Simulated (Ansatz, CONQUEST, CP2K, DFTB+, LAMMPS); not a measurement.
# DFTB+ runs on Zn2+ BF4- in ethyl methyl carbonate and dimethoxyethane at 330 K (89 atoms)

How near does DFTB+ come to plane waves for Zn2+ BF4- in ethyl methyl carbonate and dimethoxyethane at 330 K (89 atoms)?

Main program and level: DFTB+ 25.1; the method is named at each step.

**1. The starting structure**

The cell holds 89 atoms: 20 C, 12 O, 46 H, 2 B, 8 F and 1 Zn. Cell: a = 10.052 Å, b = 10.052 Å, c = 10.052 Å, α = 90.0°, β = 90.0°, γ = 90.0°. 2 ethyl methyl carbonate, 3 dimethoxyethane, 1 Zn2+, 2 BF4- placed at random, at 1.17 g/cm³; overlaps pushed apart, then 10 ps at 550 K with stiff harmonic cages for PF6 and BF4 with UFF radii; divalent ions of Li, Roberts, Chakravorty and Merz (J. Chem. Theory Comput. 9, 2733 (2013)); MMFF94 bonds, angles, torsions, charges and radii (Halgren, J. Comput. Chem. 17, 490 (1996)) in harmonic and 12-6 forms; charges of ions scaled by 0.8. Snapshot after 30 ps at 330 K and fixed volume.

Coordinates:

```xyz
89
Lattice="10.0524 0.0000 0.0000 0.0000 10.0524 0.0000 0.0000 0.0000 10.0524" Properties=species:S:1:pos:R:3 pbc="T T T"
C     6.9197    3.2974    8.0786
O     8.2381    2.8805    7.5846
C     8.6129    1.6732    8.1840
C     8.0492    0.5210    7.4620
O     6.7552    0.2352    8.0589
C     6.4822    8.8917    7.7217
H     6.8092    4.3893    7.8773
H     6.1084    2.7493    7.5106
H     6.8535    3.0833    9.1876
H     9.6615    1.5144    8.1210
H     8.4096    1.7116    9.2551
H     8.7842    9.7815    7.5572
H     7.9076    0.5871    6.3707
H     6.5472    8.7571    6.6252
H     5.4677    8.7406    8.0747
H     7.1400    8.2598    8.2745
C     1.8723    6.1830    4.2236
O     1.1057    6.4637    3.0380
C     1.9377    7.1335    2.1103
C     1.2467    8.4625    1.7796
O    10.0260    8.1391    1.2961
C     9.6669    9.1684    0.3775
H     1.1723    5.6930    4.9603
H     2.7704    5.5820    4.0627
H     2.2514    7.1104    4.6350
H     2.9434    7.4284    2.4158
H     2.0385    6.5003    1.1601
H     1.8437    8.8990    0.8908
H     1.2122    9.1153    2.5996
H     8.6153    9.1465    0.1250
H    10.0296    8.8045    9.4471
H     0.0604    0.0775    0.5871
C     4.4284    0.6406    0.0439
O     3.3323    1.4859    0.5648
C     2.9318    2.6123    9.7995
C     3.7744    3.8826   10.0083
O     3.3141    4.9163    9.1097
C     3.7769    4.8418    7.7595
H     4.1383    0.1944    9.1655
H     5.3172    1.2332    9.8675
H     4.7262    9.8928    0.6596
H     2.9261    2.2399    8.7788
H     1.8787    2.8858    9.9294
H     4.8200    3.6000    9.7861
H     3.6120    4.1926    0.9240
H     3.2306    5.6412    7.1302
H     3.4978    3.9032    7.3109
H     4.8318    5.0195    7.6999
C     8.1514    2.0751    3.2793
C     8.6844    3.4062    2.7496
O     9.4434    3.1507    1.5299
C     9.6229    4.3959    0.9325
O     9.2577    5.5057    1.4371
O    10.0478    4.2011    9.6797
C     0.0614    5.4800    8.9354
H     7.7310    2.2512    4.2530
H     8.9836    1.3529    3.2974
H     7.4761    1.6022    2.6292
H     7.8727    4.1212    2.5576
H     9.4003    3.8256    3.5021
H     0.9397    6.0963    9.2524
H     0.1424    5.3721    7.8496
H     9.2710    5.9680    9.1749
C     1.8097    9.9491    6.7941
C     1.2522    0.6875    5.6111
O     1.8664    1.9636    5.3879
C     3.0904    1.9293    4.8426
O     3.6351    0.8782    4.5729
O     3.3933    3.1833    4.4702
C     4.6917    3.2473    3.8736
H     1.3742    9.0232    7.0530
H     1.8457    0.5454    7.6951
H     2.8670    9.7360    6.6157
H     1.2882    0.1219    4.6675
H     0.1831    0.8691    5.7751
H     4.6213    2.8586    2.8537
H     5.0872    4.2895    4.0495
H     5.3206    2.6088    4.5419
B     8.1960    7.7341    4.6697
F     8.4176    6.4885    4.0264
F     6.8575    7.8688    4.4039
F     8.7428    8.3942    3.5516
F     9.1028    7.9240    5.7143
B     6.2332    6.7495    1.3548
F     7.5031    7.3765    1.5203
F     5.0081    7.2592    1.0369
F     6.2262    5.6939    2.3869
F     6.7021    6.0657    0.2079
Zn    9.0922    7.0819    2.4185
```

The yardstick, on the same geometry:

| Item | Value |
| --- | --- |
| method | Kohn-Sham DFT, PBE, PAW, plane waves (Ansatz 0.2.0); cutoff 420 eV, Γ point, fermi-dirac smearing of 0.05 eV; PAW set soft_2 |
| r.m.s. force component | 1.241 eV/Å |
| longest force | 7.067 eV/Å |
| pressure | 3.187 GPa |
| gap (highest filled to lowest empty level) | 3.349 eV |
| SCF cycles | 10 |
| time | 5 s on 4 threads of Intel Xeon 6975P-C (Granite Rapids), shared host |
| CPU time | 15 s |

**2. GFN1-xTB**

Method: GFN1-xTB tight binding, diagonalisation.

Contents of dftb_in.hsd:

```
Geometry = GenFormat {
  <<< geo.gen
}
Driver = {}
Hamiltonian = xTB {
  Method = "GFN1-xTB"
  SccTolerance = 1e-06
  MaxSccIterations = 300
  Mixer = Broyden { MixingParameter = 0.2 }
  Filling = Fermi { Temperature [K] = 580 }
  KPointsAndWeights = { 0.0 0.0 0.0 1.0 }
}
Analysis {
  PrintForces = Yes
  MullikenAnalysis = Yes
}
ParserOptions { ParserVersion = 14 }
```

Contents of geo.gen:

```
89 F
C O H B F Zn
1 1 0.68836 0.32802 0.80365
2 2 0.81951 0.28655 0.75450
3 1 0.85680 0.16645 0.81413
4 1 0.80072 0.05183 0.74231
5 2 0.67200 0.02340 0.80169
6 1 0.64484 0.88453 0.76814
7 3 0.67737 0.43664 0.78362
8 3 0.60765 0.27350 0.74714
9 3 0.68178 0.30672 0.91397
10 3 0.96111 0.15065 0.80787
11 3 0.83657 0.17027 0.92068
12 3 0.87384 0.97305 0.75178
13 3 0.78664 0.05840 0.63375
14 3 0.65131 0.87114 0.65907
15 3 0.54392 0.86950 0.80326
16 3 0.71028 0.82167 0.82314
17 1 0.18625 0.61508 0.42016
18 2 0.10999 0.64300 0.30222
19 1 0.19276 0.70963 0.20993
20 1 0.12402 0.84184 0.17703
21 2 0.99737 0.80967 0.12893
22 1 0.96165 0.91206 0.03755
23 3 0.11662 0.56633 0.49344
24 3 0.27560 0.55529 0.40415
25 3 0.22397 0.70733 0.46108
26 3 0.29281 0.73897 0.24032
27 3 0.20279 0.64664 0.11541
28 3 0.18341 0.88526 0.08862
29 3 0.12059 0.90678 0.25860
30 3 0.85704 0.90988 0.01243
31 3 0.99773 0.87586 0.93978
32 3 0.00601 0.00771 0.05840
33 1 0.44053 0.06373 0.00437
34 2 0.33149 0.14782 0.05619
35 1 0.29165 0.25987 0.97484
36 1 0.37547 0.38624 0.99561
37 2 0.32968 0.48907 0.90622
38 1 0.37572 0.48166 0.77190
39 3 0.41167 0.01934 0.91177
40 3 0.52895 0.12268 0.98160
41 3 0.47016 0.98412 0.06562
42 3 0.29108 0.22282 0.87330
43 3 0.18689 0.28708 0.98776
44 3 0.47949 0.35812 0.97351
45 3 0.35932 0.41707 0.09192
46 3 0.32138 0.56118 0.70930
47 3 0.34796 0.38828 0.72728
48 3 0.48066 0.49933 0.76597
49 1 0.81089 0.20643 0.32622
50 1 0.86391 0.33884 0.27353
51 2 0.93942 0.31343 0.15219
52 1 0.95727 0.43730 0.09276
53 2 0.92094 0.54770 0.14296
54 2 0.99954 0.41792 0.96292
55 1 0.00611 0.54514 0.88888
56 3 0.76907 0.22395 0.42308
[... 33 atom lines left out ...]
0.0 0.0 0.0
10.05242 0.00000 0.00000
0.00000 10.05242 0.00000
0.00000 0.00000 10.05242
```

Launch:

```sh
> OMP_NUM_THREADS=1 dftb+ > output.txt
```

The log of the run:

```text
Reading input file 'dftb_in.hsd'
Parser version: 14
--------------------------------------------------------------------------------
Processed input in HSD format written to 'dftb_pin.hsd'
Starting initialization...
--------------------------------------------------------------------------------
WARNING!
-> Dipole printed for extended system : value printed is not well defined
Mode:                        Static calculation
Self consistent charges:     Yes
SCC-tolerance:                 0.100000E-05
Max. scc iterations:                    300
Shell resolved Hubbard:      Yes
Spin polarisation:           No
Nr. of up electrons:           131.000000
Nr. of down electrons:         131.000000
Periodic boundaries:         Yes
Electronic solver:           Relatively robust
Mixer:                       Broyden mixer
Mixing parameter:                  0.200000
Nr. of chrg. vec. in memory:            300
Max. SCC-cycles:                        300
tblite library version:      0.3.0
-> parametrization:          GFN1-xTB
-> repulsion:                Yes
-> dispersion:               Yes
-> halogen bonding:          Yes
-> electrostatics:           Yes
   -> isotropic:             Yes
   -> anisotropic:           No
   -> third-order:           Yes
Electronic temperature:              0.183675E-02 H      0.499806E-01 eV
Initial charges:             Set automatically (system chrg:   0.000E+00)
Included shells:             C:  s, p
                             O:  s, p
                             H:  s, s2
                             B:  s, p
                             F:  s, p
                            Zn:  s, p
K-points and weights:           1:  0.000000  0.000000  0.000000     1.000000
K-points in absolute space:     1:  0.000000  0.000000  0.000000
Extra options:
                             Mulliken analysis
                             Force calculation
Force type                   original
--------------------------------------------------------------------------------
***  Geometry step: 0
 iSCC Total electronic   Diff electronic      SCC error
    1   -0.16730522E+03    0.00000000E+00    0.18675846E+01
    2   -0.16873165E+03   -0.16730522E+03    0.14446558E+01
    3   -0.16886062E+03   -0.14264279E+01    0.14980817E+01
    4   -0.16917072E+03   -0.12896655E+00    0.11779789E+01
    5   -0.16957114E+03   -0.31010755E+00    0.29407253E+00
    6   -0.16959399E+03   -0.40041597E+00    0.15636320E+00
    7   -0.16960893E+03   -0.22853316E-01    0.18831729E-01
    8   -0.16960902E+03   -0.14934451E-01    0.21202604E-01
    9   -0.16960913E+03   -0.91184307E-04    0.92796511E-02
   10   -0.16960918E+03   -0.11511011E-03    0.30445198E-02
   11   -0.16960918E+03   -0.45542772E-04    0.46085818E-03
   12   -0.16960918E+03   -0.24175737E-05    0.67555721E-03
   13   -0.16960918E+03   -0.28289435E-07    0.85435510E-04
   14   -0.16960918E+03   -0.98175065E-07    0.73103128E-04
   15   -0.16960918E+03   -0.45741331E-08    0.17294691E-04
   16   -0.16960918E+03   -0.97705311E-09    0.27762356E-05
   17   -0.16960918E+03   -0.69746875E-10    0.34972226E-05
>> Charges saved for restart in charges.bin
   18   -0.16960918E+03   -0.23874236E-11    0.52296749E-06
Total Energy:                     -168.5817301771 H        -4587.3423 eV
Extrapolated to 0K:               -168.5817301771 H        -4587.3423 eV
Total Mermin free energy:         -168.5817301771 H        -4587.3423 eV
Force related energy:             -168.5817301771 H        -4587.3423 eV
Volume:                              0.685501E+04 au^3   0.101581E+04 A^3
Pressure:                           -0.192904E-04 au    -0.567542E+09 Pa
```

detailed.out:

```text
Fermi distribution function
Calculation with static geometry
********************************************************************************
 iSCC Total electronic   Diff electronic      SCC error
   18   -0.16960918E+03   -0.23874236E-11    0.52296749E-06
********************************************************************************
 Total charge:    -0.00000000
 Atomic gross charges (e)
 Atom           Charge
    1       0.17428313
    2      -0.47443244
    3       0.19486255
    4       0.16869082
    5      -0.48505137
    6       0.14814465
    7       0.03371242
    8       0.01309200
    9       0.02687530
   10       0.02020814
   11       0.02887252
   12       0.00312238
[...]
85      -0.31523078
   86      -0.35546109
   87      -0.41326194
   88      -0.42936031
   89       0.91130070
Fermi level:                        -0.3637915761 H           -9.8993 eV
Band energy:                      -156.1280921618 H        -4248.4615 eV
TS:                                  0.0000000000 H            0.0000 eV
Band free energy (E-TS):          -156.1280921618 H        -4248.4615 eV
Extrapolated E(0K):               -156.1280921618 H        -4248.4615 eV
Input / Output electrons (q):    262.0000000000    262.0000000000
Energy H0:                        -170.2949726702 H        -4633.9620 eV
Energy SCC:                          0.6857915910 H           18.6613 eV
Total Electronic energy:          -169.6091810792 H        -4615.3006 eV
Repulsive energy:                    1.1238570279 H           30.5817 eV
Halogen correction energy:           0.0000000000 H            0.0000 eV
Total energy:                     -168.5817301771 H        -4587.3423 eV
Extrapolated to 0:                -168.5817301771 H        -4587.3423 eV
Total Mermin free energy:         -168.5817301771 H        -4587.3423 eV
Force related energy:             -168.5817301771 H        -4587.3423 eV
Non-constrained calculation
SCC converged
Total Forces
    1      0.010378114540     -0.004256944258     -0.009581202720
    2     -0.027714763033      0.022307223269      0.013690041717
    3      0.006752656486      0.023473561948     -0.001296579441
    4     -0.035795407414     -0.018694517268     -0.000205283264
    5      0.026888395422     -0.036834782734     -0.021513132947
    6     -0.021097753721      0.034520311363     -0.000314683256
    7      0.004846302526     -0.014803927079      0.004666496852
    8      0.014826968929      0.007898863652      0.013184477831
    9     -0.000532436120      0.006025459753     -0.022119686306
   10      0.029544873615      0.011826718791     -0.004586908365
   11     -0.008717716735     -0.006978983271      0.004529968987
[...]
85     -0.006493260886      0.045459927883      0.029752272291
   86      0.006627386642      0.014213566478      0.016872663839
   87     -0.010260726221      0.025096328809     -0.009849201283
   88     -0.019202085725     -0.020969794148     -0.028101617514
   89     -0.015794872472     -0.015318315460      0.004505396799
Total stress tensor
      0.000012949713      0.000033683593     -0.000004800565
      0.000033683593     -0.000042316378      0.000007118131
     -0.000004800565      0.000007118131     -0.000028504425
Total lattice derivs
     -0.004673035277     -0.012155066432      0.001732332620
     -0.012155066432      0.015270294477     -0.002568649658
      0.001732332620     -0.002568649658      0.010286110910
Maximal derivative component:        0.894311E-01 au
Volume:                              0.685501E+04 au^3
Pressure:                           -0.192904E-04 au    -0.567542E+09 Pa
Warning: dipole moment is not defined absolutely!
Dipole moment:   -4.97047837    4.98824583    2.08776842 au
Dipole moment:  -12.63369686   12.67885724    5.30657844 Debye
```

It took 4.5 s on 1 thread of Intel Xeon 6975P-C (Granite Rapids), shared host; peak memory 0.27 GiB.

Banners, paths, timers and routine set-up lines are dropped from the logs unmarked, and long logs keep their key lines alone; longer cuts are marked.

Against the reference:

```yaml
r_m_s_force_component: 1.063 eV/Å
r_m_s_difference_of_force_components: 483.3 meV/Å
longest_difference_of_force_vectors: 3706 meV/Å
force_difference_over_r_m_s_force: 38.94 %
slope_of_forces_against_the_reference_s: 0.7908
correlation_of_force_components: 0.9235
spacing_of_highest_filled_and_lowest_empty_level: 3.284 eV
gap_difference: -0.0649 eV
pressure: -0.5675 GPa
pressure_difference: -3.754 GPa
```

Length of the force difference by element (eV/Å):

```
element  atoms  mean  most
      B      2  0.84   1.3
      C     20  0.51   1.0
      F      8   1.4   3.7
      H     46  0.16  0.34
      O     12  0.93   1.9
     Zn      1   3.5   3.5
```

Levels nearest the highest filled one (eV from it): -1.23, -1.06, -1.00, -0.90, -0.89, -0.75, -0.65, -0.55, -0.39, -0.37, -0.27, 0.00, 3.28, 4.78, 6.71, 6.96, 7.11, 7.25, 7.39, 7.42, 7.62, 7.74, 7.84, 7.96.

A closer look about C22, picked at random: 12 atoms, nearest first, numbered in the order of the input, with positions taken from that point.

```
atom      x      y      z  distance (Å)  bonds  Mulliken charge (e)     Fx     Fy  Fz (eV/Å)
 C22   0.00   0.00   0.00          0.00      4                 0.16  -0.28  -1.42      -2.04
 H32   0.45   0.96   0.21          1.08      1                 0.04  -0.31   0.24       0.37
 H30  -1.05  -0.02  -0.25          1.08      1                 0.07  -0.65   0.42       0.99
 H31   0.36  -0.36  -0.98          1.11      1                 0.02   0.64   0.46      -0.02
 O21   0.36  -1.03   0.92          1.43      3                -0.40   0.02   1.71      -0.70
 C20   1.63  -0.71   1.40          2.26      4                 0.18   2.06  -1.36      -2.73
 H28   2.23  -0.27   0.51          2.30      1                 0.03  -0.55  -0.21       1.34
 H29   1.60  -0.05   2.22          2.74      1                 0.05  -0.02   1.08       1.29
Zn89  -0.57  -2.09   2.04          2.97      5                 0.91  -0.81  -0.79       0.23
 F85  -2.16  -1.79   1.14          3.03      2                -0.32  -0.33   2.34       1.53
 H12  -0.88   0.61  -2.87          3.07      1                 0.00  -0.15  -0.92       0.45
 H11  -1.26   2.60  -1.17          3.11      1                 0.03  -0.45  -0.36       0.23
```

Forces lie 39 % from the reference's, at 0.29 times its CPU time (on 1 against 4 cores).

(Continued in part 2 of 2.)

[Also dropped from logs without a mark: logging warnings of Python, and SIESTA's first energy breakdown and zero terms.]

[Logs are printed without paths, hosts, clocks, repeated set-up lines and the standing remarks that a program may print on its own settings, such as how far it seeks lower states.]

[Hosts, paths, dates, database ids (printed as entryN), source tags and the programs' standing remarks are cut or masked in the printed files.]

[The MMFF94 radii named for the starting cell were scaled by 0.96; in molecules described by MMFF94, hydrogen bound to N, O or S took a small fixed 12-6 site in their place.]
